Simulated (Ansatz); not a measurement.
## Screening in GeH6CBr3N (CH3NH3GeBr3)

Wanted: ε∞ of GeH6CBr3N (CH3NH3GeBr3) from perturbation theory and the RPA step of G0W0, with cost.

Method: linear response on PBEsol, plane waves, PAW, in Ansatz 0.2.0.

The structure was built from a prototype and need not be the compound's stable phase.

In doubt: the program warns that the response may not be converged on this k-mesh, which bears on dielectric and field responses.

### Step 1. Set-up

The cell holds 12 atoms: 1 C, 1 N, 6 H, 1 Ge and 3 Br. Its edges and angles: a = 5.559 Å, b = 5.657 Å, c = 5.550 Å, α = 91.0°, β = 89.9°, γ = 82.4°. It derives from Br3C1Ge1H6N1.

Structure file:

```cif
data_structure
_symmetry_space_group_name_H-M 'P 1'
_symmetry_Int_Tables_number 1
_cell_length_a 5.5591
_cell_length_b 5.6574
_cell_length_c 5.5497
_cell_angle_alpha 90.953
_cell_angle_beta 89.931
_cell_angle_gamma 82.429
_cell_volume 172.99
loop_
_atom_site_label
_atom_site_type_symbol
_atom_site_fract_x
_atom_site_fract_y
_atom_site_fract_z
_atom_site_occupancy
C1 C 0.92903 0.91158 0.00230 1
N2 N 0.08293 0.10513 0.99785 1
H3 H 0.04720 0.74013 0.00072 1
H4 H 0.19223 0.09259 0.84392 1
H5 H 0.81193 0.92393 0.84259 1
H6 H 0.97611 0.27015 0.99854 1
H7 H 0.81777 0.93054 0.16678 1
H8 H 0.19608 0.09929 0.14817 1
Ge9 Ge 0.51226 0.51100 0.47965 1
Br10 Br 0.51903 0.47458 0.01886 1
Br11 Br 0.43821 0.97107 0.49653 1
Br12 Br 0.96676 0.46918 0.50377 1
```

The structure was relaxed with PBEsol-D3(BJ). The runs that relaxed it are not among those shown.

### Step 2. Response to a homogeneous field

The response to a uniform field gives ε∞, a yardstick for the screening that GW builds on its mesh.

This step: dielectric response by perturbation theory, PBEsol, plane waves, PAW; PAW set soft_1.

Contents of input.yaml:

```yaml
crystal:
  lattice:
    - [5.5467969221, 0.3702694348, 0.0049253558]
    - [0.3702694348, 5.6450359083, -0.046829508]
    - [0.0049253558, -0.046829508, 5.5495500431]
  atoms:
    - { symbol: C, position: [0.9290273899, 0.9115766737, 1.002304231] }
    - { symbol: "N", position: [0.082932378, 0.1051282868, -0.0021496463] }
    - { symbol: H, position: [1.0472006063, 0.7401270702, 1.0007242073] }
    - { symbol: H, position: [0.192228908, 1.0925891574, 0.8439182886] }
    - { symbol: H, position: [0.81193204, -0.0760669468, 0.842588036] }
    - { symbol: H, position: [-0.0238869375, 0.2701527467, -0.0014611858] }
    - { symbol: H, position: [0.8177735738, -0.0694615116, 0.1667816348] }
    - { symbol: H, position: [0.1960831932, 1.0992905295, 0.1481715727] }
    - { symbol: Ge, position: [0.5122581063, 0.510998608, 0.479648026] }
    - { symbol: Br, position: [0.5190301639, 0.4745762345, 0.018859772] }
    - { symbol: Br, position: [0.4382141512, -0.0289307855, 0.4965308816] }
    - { symbol: Br, position: [-0.0332405306, 0.4691841807, 0.5037707734] }
kpoints:
  mp_grid: { grid: [4, 4, 4] }
hamiltonian:
  xc: pbesol
  pseudopotentials: { kind: paw, azcp: { folder: soft_1 }, xc_functional: pbe }
scf:
  occupations: { method: fixed }
dielectric: {}
```

Started as:

```bash
> ansatz run input.yaml --threads 2 --pin off --max-ram 92160MiB --backend cuda --events-out ev --progress --plain --runs-dir out --devices 1 --max-vram 13GiB
```

Numbers of over 12 decimals in the logs are rounded to 6 here.

The log of the run:

```text
GPUs: using 1 of 1 available (devices: 1).
Engine: ansatz 0.2.0, x86_64-unknown-linux-gnu
Pseudopotentials: kind: paw
Pseudopotential: C, paw, valence charge 4, recommended cutoff 420 eV (normal), soft_1/C.paw.azcp
Pseudopotential: N, paw, valence charge 5, recommended cutoff 420 eV (normal), soft_1/N.paw.azcp
Pseudopotential: H, paw, valence charge 1, recommended cutoff 420 eV (normal), soft_1/H.paw.azcp
Pseudopotential: Ge, paw, valence charge 14, recommended cutoff 420 eV (normal), soft_1/Ge.paw.azcp
Pseudopotential: Br, paw, valence charge 7, recommended cutoff 420 eV (normal), soft_1/Br.paw.azcp
Functional definition: PBEsol
  exchange = pbesol_x
  correlation = pbesol_c
device memory: the entry about to start is reckoned to put 1.7 GiB on a device that reports 57.2 GiB free (of which the cap on the GPU budget leaves the run 13.0 GiB)
GPU FFT provider: cuFFT
GPU libraries: cuBLAS 13.8.2, cuFFT 12.4.0, cuSOLVER 12.3.4
Crystal: 12 atoms, lattice volume = 172.993 Å³
Basis set: ecut = 420 eV, 3385 PW (Γ), exchange–correlation on 80×80×80 points (8 copies of the dense FFT grid, shifted against one another)
Bands: 37, of which v1, the nominal top of the filled ones, is band 25 counted from 1 (24 counted from 0)
Symmetry: 1 space group operations
k-points: 36 of 64 (time reversal used)
Non-local potential: C, projectors of the file, l = 0: 2, l = 1: 2, l = 2: 1
Non-local potential: N, projectors of the file, l = 0: 2, l = 1: 2, l = 2: 1
Non-local potential: H, projectors of the file, l = 0: 2, l = 1: 1
Non-local potential: Ge, projectors of the file, l = 0: 2, l = 1: 2, l = 2: 3, l = 3: 1
Non-local potential: Br, projectors of the file, l = 0: 2, l = 1: 2, l = 2: 2
PAW form: soft (Blöchl's): semilocal exchange-correlation on the pseudo side does not see the compensation charge
PAW frozen core: C, regenerated for the run's functional, and the local potential with it (the file was generated under x = pbe(κ = 0.804, μ = 0.219515), c = pbe(β = 0.066725))
PAW frozen core: N, regenerated for the run's functional, and the local potential with it (the file was generated under x = pbe(κ = 0.804, μ = 0.219515), c = pbe(β = 0.066725))
PAW frozen core: Ge, regenerated for the run's functional, and the local potential with it (the file was generated under x = pbe(κ = 0.804, μ = 0.219515), c = pbe(β = 0.066725))
PAW frozen core: Br, regenerated for the run's functional, and the local potential with it (the file was generated under x = pbe(κ = 0.804, μ = 0.219515), c = pbe(β = 0.066725))
PAW one-centre angular grid: C, 110 points (default); XC on 64 Gauss nodes
PAW one-centre angular grid: N, 110 points (default); XC on 64 Gauss nodes
PAW one-centre angular grid: H, 110 points (default); XC on 64 Gauss nodes
PAW one-centre angular grid: Ge, 590 points (default); XC on 64 Gauss nodes
PAW one-centre angular grid: Br, 110 points (default); XC on 64 Gauss nodes
Initial density: superposition of atomic densities (chi_scale 0.1, normalization cell), built separately for each of the 2 bonded fragments (scf.initial_density.interfragment_charge_transfer: auto; true builds it for the cell as a whole; a typed value also counts as a typed key of the start: scf.initial_density.chi_scale says what that changes, if anything)
Initial wavefunctions: pseudopotential atomic-orbital guess
GPU buffer pool allocated for 64000 grid points (all kernels)
GPU transforms: local potential and band sums: pruned to the plane-wave sphere, on 40×40×40
Functional: x = pbesol(κ = 0.804, μ = 0.123457), c = pbesol(β = 0.046)
SCF iter   1: F=—  HF=-13190.474753 eV  |F-HF|=—  |Δ(HF+E_count)|=         —  Δρ=7.24e-2  dr2=9.27e0  ethr=3.10e-3  ⟨swp⟩=4.8  Hψ=4997  notcnv=0  defer=353
preconditioner: auto → Resta (q_TF=auto, 2.218 Å⁻¹)  ε∞=2.9  [insulator: Δε(μ)=0.898 eV  Ē_g=12.661 eV  n_scr=26 (ndim 8)  ℏωp=17.4 eV  f_vac=0.008  ε∞_Penn≈2.9]
SCF iter   2: F=—  HF=-13187.826238 eV  |F-HF|=—  |Δ(HF+E_count)|=    2.65e0  Δρ=3.26e-2  dr2=1.41e0  ethr=3.10e-3  ⟨swp⟩=3.0  Hψ=2761  notcnv=0  defer=353
SCF iter   3: F=—  HF=-13187.389043 eV  |F-HF|=—  |Δ(HF+E_count)|=   4.37e-1  Δρ=8.72e-3  dr2=1.15e-1  ethr=2.82e-3  ⟨swp⟩=2.0  Hψ=2088  notcnv=0  defer=351
SCF iter   4: F=—  HF=-13187.378765 eV  |F-HF|=—  |Δ(HF+E_count)|=   1.03e-2  Δρ=2.20e-3  dr2=7.18e-3  ethr=2.31e-4  ⟨swp⟩=3.0  Hψ=2587  notcnv=0  defer=360
SCF iter   5: F=—  HF=-13187.380829 eV  |F-HF|=—  |Δ(HF+E_count)|=   2.06e-3  Δρ=8.82e-4  dr2=1.24e-3  ethr=1.44e-5  ⟨swp⟩=2.5  Hψ=2154  notcnv=0  defer=360
SCF iter   6: F=—  HF=-13187.382400 eV  |F-HF|=—  |Δ(HF+E_count)|=   1.57e-3  Δρ=2.41e-4  dr2=1.18e-4  ethr=2.49e-6  ⟨swp⟩=2.0  Hψ=2062  notcnv=0  defer=360
SCF iter   7: F=—  HF=-13187.382569 eV  |F-HF|=—  |Δ(HF+E_count)|=   1.69e-4  Δρ=9.44e-5  dr2=1.84e-5  ethr=2.37e-7  ⟨swp⟩=2.0  Hψ=1783  notcnv=0  defer=345
SCF iter   8: F=—  HF=-13187.382593 eV  |F-HF|=—  |Δ(HF+E_count)|=   2.41e-5  Δρ=2.68e-5  dr2=1.52e-6  ethr=3.68e-8  ⟨swp⟩=2.0  Hψ=1796  notcnv=0  defer=270
SCF iter   9: F=—  HF=-13187.382479 eV  |F-HF|=—  |Δ(HF+E_count)|=   1.14e-4  Δρ=6.44e-6  dr2=1.11e-7  ethr=3.03e-9  ⟨swp⟩=2.0  Hψ=1864  notcnv=0  defer=243
SCF iter  10: F=—  HF=-13187.382480 eV  |F-HF|=—  |Δ(HF+E_count)|=   1.50e-7  Δρ=1.90e-6  dr2=8.23e-9  ethr=2.22e-10  ⟨swp⟩=2.0  Hψ=1637  notcnv=0  defer=243
SCF iter  11: F=—  HF=-13187.382480 eV  |F-HF|=—  |Δ(HF+E_count)|=   1.64e-8  Δρ=5.22e-7  dr2=7.97e-10  ethr=1.65e-11  ⟨swp⟩=2.0  Hψ=1989  notcnv=0  defer=243
SCF iter  12: F=—  HF=-13187.382480 eV  |F-HF|=—  |Δ(HF+E_count)|=  6.82e-10  Δρ=2.49e-7  dr2=1.17e-10  ethr=1.00e-12  ⟨swp⟩=12.1  Hψ=7291  notcnv=0
SCF iter  13: F=-13187.382480 eV  HF=-13187.382480 eV  |F-HF|=7.28e-12  |Δ(HF+E_count)|=  1.09e-11  Δρ=7.39e-8  dr2=1.35e-11  ethr=1.00e-12  ⟨swp⟩=2.7  Hψ=2418  notcnv=0
SCF 1 converged in 13 iterations: F = -13187.382480 eV  dr2 = 1.35e-11
  greatest PAW one-centre occupation: 0.998 electrons in one spin orbital (limit 2), on the Ge atom at site 8 (counted from 0), in its partial waves of l = 2
the response reads at least the filled bands of the reference SCF and the lowest empty band at each k-point, and that SCF's band table does not vouch for those bands. The notice of the band table in this run's record says why
device memory: the entry about to start is reckoned to put 0.1 GiB (of the 0.1 GiB reckoned in all, the device holds 0.1 GiB already) on a device that reports 60.3 GiB free (of which the cap on the GPU budget leaves the run 12.9 GiB)
device memory: the entry about to start is reckoned to put 1.5 GiB (of the 1.6 GiB reckoned in all, the device holds 0.1 GiB already) on a device that reports 60.3 GiB free (of which the cap on the GPU budget leaves the run 12.9 GiB)
DFPT response loops at Γ: preconditioner auto → Resta (q_TF=auto, 2.218 Å⁻¹)  ε∞=7.6 (no band partly filled); β = 1.00, the filter's whole step (`scf.mixing.beta` (0.50) is not read by the response loops at its default; to damp them type it under 1.00, their step now; it binds the ground state too); Broyden in place of MSR1
── the response to a field inside a basis, on 8×8×8 k-points: an SCF that follows is theirs, and a resumed run solves both again ──
device memory: the entry about to start is reckoned to put 1.3 GiB on a device that reports 48.0 GiB free (of which the cap on the GPU budget leaves the run 12.9 GiB)
GPU FFT provider: cuFFT
GPU libraries: cuBLAS 13.8.2, cuFFT 12.4.0, cuSOLVER 12.3.4
Bands: 26, of which v1, the nominal top of the filled ones, is band 25 counted from 1 (24 counted from 0)
k-points: 256
Initial density: handed on by an earlier stage of this run
Initial wavefunctions: pseudopotential atomic-orbital guess (no wavefunctions were taken with the density)
GPU buffer pool allocated for 64000 grid points (all kernels)
GPU transforms: band sums: pruned to the plane-wave sphere, on 40×40×40
Eigensolver: Dense (256 Hₖ)
SCF iter   1: F=—  HF=-13187.380022 eV  |F-HF|=—  |Δ(HF+E_count)|=         —  Δρ=5.74e-4  dr2=4.04e-4  ethr=1.00e-1
preconditioner: auto → Resta (q_TF=auto, 2.218 Å⁻¹)  ε∞=4.6  [insulator: Δε(μ)=1.151 eV  Ē_g=9.175 eV  n_scr=26 (ndim 8)  ℏωp=17.4 eV  f_vac=0.030  ε∞_Penn≈4.6]
SCF iter   2: F=—  HF=-13187.379973 eV  |F-HF|=—  |Δ(HF+E_count)|=   4.84e-5  Δρ=2.94e-4  dr2=9.19e-5  ethr=8.09e-7
SCF iter   3: F=—  HF=-13187.379971 eV  |F-HF|=—  |Δ(HF+E_count)|=   1.83e-6  Δρ=4.08e-5  dr2=2.86e-6  ethr=1.84e-7
SCF iter   4: F=—  HF=-13187.379972 eV  |F-HF|=—  |Δ(HF+E_count)|=   5.32e-7  Δρ=1.20e-5  dr2=3.29e-7  ethr=5.72e-9
SCF iter   5: F=-13187.379972 eV  HF=-13187.379972 eV  |F-HF|=3.50e-8  |Δ(HF+E_count)|=   4.07e-8  Δρ=5.20e-6  dr2=5.56e-8  ethr=6.59e-10
SCF 1 converged in 5 iterations: F = -13187.379972 eV  dr2 = 5.56e-8
device memory: the entry about to start is reckoned to put 0.1 GiB (of the 1.1 GiB reckoned in all, the device holds 1.0 GiB already) on a device that reports 53.0 GiB free (of which the cap on the GPU budget leaves the run 12.4 GiB)
device memory: the entry about to start is reckoned to put 6.5 GiB on a device that reports 53.1 GiB free (of which the cap on the GPU budget leaves the run 12.8 GiB)
DFPT response loops at Γ: preconditioner auto → Resta (q_TF=auto, 2.218 Å⁻¹)  ε∞=7.2 (no band partly filled); β = 1.00, the filter's whole step (`scf.mixing.beta` (0.50) is not read by the response loops at its default; to damp them type it under 1.00, their step now; it binds the ground state too); Broyden in place of MSR1
WARN: field response: inside a basis, on 8×8×8 points, no mesh in reach settles it: take ε∞, Z* and everything formed from them with what they may err, as stated (eps_inf_uncertainty, zstar_uncertainty_e), and compare with field_mesh: kpoints on a denser kpoints.mp_grid
SCF converged after 13 iterations
Free energy (F): -13187.382480 eV
Harris-Foulkes:  -13187.382480 eV  (|F-HF|=7.28e-12)
Internal energy: -13187.382480 eV  (E = F + TS)
E sigma→0 (E₀):  -13187.382480 eV
Fermi energy:    3.601550 eV
--- Per-component energies (eV) ---
  E_band       = -370.906184
  E_kinetic    = 785.112519
  E_local      = -3987.406253  (includes V_loc(G=0)·N_el)
  E_nonlocal   = 431.586638
  E_hartree    = 1659.221332
  E_xc         = -812.666470
  E_vxc        = -591.167899  (∫ρ·V_xc dr)
  E_paw        = -8995.325529  (= ΣΔE_a)
  E_vpaw       = -327.468584  (= ΣTr[D̂ρ^β])
  E_aug_tail   = -0.005165  (compensation charges beyond the density's cutoff)
  E_ewald      = -2269.143500
  E_core_change = 1.243950  (= ΣΔE_core)
  E_smearing   = -0.000000  (= −TS)
  E_closure    = -0.000000  (closes the sum)
  Σ components = -13187.382480   (vs F -13187.382480, Δ=0.00e0)
--- Band table (eV; the first three rows and the last of 36) ---
  k-point 0: bands = [... 21 lower, 1.2097, 1.2449, 1.3468, 1.5879, 6.9263, 7.5647, 8.0838, 8.3083, ... 8 higher]
  k-point 1: bands = [... 21 lower, 1.0378, 1.1322, 1.5311, 1.5601, 7.1484, 7.4658, 7.5456, 8.3805, ... 8 higher]
  k-point 2: bands = [... 21 lower, 1.0456, 1.3568, 1.5014, 2.0258, 5.5443, 7.4194, 8.4559, 8.5423, ... 8 higher]
  k-point 35: bands = [... 21 lower, 1.5013, 1.7605, 1.7802, 3.6016, 4.6350, 4.7779, 5.0362, 8.1379, ... 8 higher]
--- Dielectric response (ions clamped): 3 representative field directions + reference, inside a basis on a mesh of 512 k-points (Σ response iterations 18) ---
  ε∞ (high-frequency dielectric tensor):
        5.622605     0.046948     0.042494
        0.046948     5.326955     0.006070
        0.042494     0.006070     5.937273
  Born effective charges Z* (e; rows j = field, columns β = displacement):
    site 0:
         0.14153    0.28006   -0.01834
         0.28167    0.29632   -0.01453
        -0.00878   -0.01684   -0.05624
    site 1:
        -0.76252    0.08795    0.03092
         0.10419   -0.53386    0.00885
         0.04355   -0.02587   -0.87837
    site 2:
         0.15682   -0.04050    0.01254
         0.01787    0.00835   -0.00151
         0.02827   -0.00751    0.18992
    site 3:
         0.52433   -0.13676   -0.36217
        -0.17806    0.30762    0.18659
        -0.33127    0.09611    0.84684
    site 4:
         0.11277   -0.01359    0.01613
        -0.04262    0.10757    0.04373
         0.01153    0.06399    0.13010
    site 5:
         0.56594   -0.26707   -0.00936
        -0.23630    0.41992    0.00199
        -0.06660    0.02735    0.42563
    site 6:
         0.13214   -0.01557   -0.02102
        -0.03460    0.11027   -0.04560
        -0.03802   -0.05397    0.06840
    site 7:
         0.52302   -0.12319    0.33315
        -0.16344    0.33342   -0.18605
         0.31501   -0.07403    0.68442
    site 8:
         3.64071   -0.12764    0.11375
        -0.12506    3.27554    0.16257
         0.08723    0.18998    4.00050
    site 9:
        -0.69653    0.04025   -0.03352
         0.08429   -0.53162   -0.12883
         0.08753   -0.14419   -4.00369
    site 10:
        -0.62318    0.30018    0.01344
         0.16291   -3.37298   -0.02576
         0.02822   -0.05296   -0.77072
    site 11:
        -3.71503    0.01588   -0.07553
         0.12914   -0.42053   -0.00147
        -0.15667   -0.00207   -0.63681
  Z* charge neutrality: 1.022e-2 e pre-enforcement
  solved inside a basis spanned on kpoints, on 8×8×8 k-points transformed towards the longest dipole, which do not settle them: ε∞ is read to err by 6.2e-2, Z* by 1.3e-1 e (field_mesh: kpoints solves on kpoints); Z* is corrected for what the basis lacks
```

Elapsed: 2.2 min, on 1 × NVIDIA H100 80GB HBM3 (shared by 6 runs) with 2 threads of AMD EPYC 7R13 (Zen 3), shared host; peak memory 6.6 GiB.

This step gave:

```
stated error of ε∞ : 0.062
```

One over ε∞ averages 0.18, somewhat under the quarter of exact exchange in PBE0.

High-frequency dielectric tensor:

```
5.62 0.05 0.04
0.05 5.33 0.01
0.04 0.01 5.94
```

Born effective charge (e), principal values of the symmetric part by kind of site:

| atom | atoms with these values | low | middle | high | mean |
| --- | --- | --- | --- | --- | --- |
| C1 | 1 | -0.07 | -0.06 | 0.51 | 0.13 |
| N2 | 1 | -0.89 | -0.78 | -0.50 | -0.72 |
| H3 | 1 | 0.01 | 0.15 | 0.20 | 0.12 |
| H4 | 1 | 0.22 | 0.34 | 1.12 | 0.56 |
| H5 | 1 | 0.05 | 0.13 | 0.17 | 0.12 |
| H6 | 1 | 0.23 | 0.42 | 0.76 | 0.47 |
| H7 | 1 | 0.02 | 0.14 | 0.15 | 0.10 |
| H8 | 1 | 0.24 | 0.31 | 0.99 | 0.51 |
| Ge9 | 1 | 3.19 | 3.68 | 4.05 | 3.64 |
| Br10 | 1 | -4.01 | -0.72 | -0.51 | -1.74 |
| Br11 | 1 | -3.39 | -0.77 | -0.60 | -1.59 |
| Br12 | 1 | -3.72 | -0.63 | -0.42 | -1.59 |

In full for H3:

```
 0.16 -0.04  0.01
 0.02  0.01  0.00
 0.03 -0.01  0.19
```

[end of part 1 of 2]

[Paths, hosts, dates, memory and timing lines, banners, echoed tables and standing remarks are left out of the program output.]

[Logs are printed without paths, hosts, clocks, repeated set-up lines and the standing remarks that a program may print on its own settings, such as how far it seeks lower states.]

[Runs of the session that timed out or met a known fault of the program may be left out.]

[Cells called generated may have been cut or substituted from an entry of the Crystallography Open Database or the Materials Project.]

[Hosts, paths, dates, database ids (printed as entryN), source tags and the programs' standing remarks are cut or masked in the printed files.]
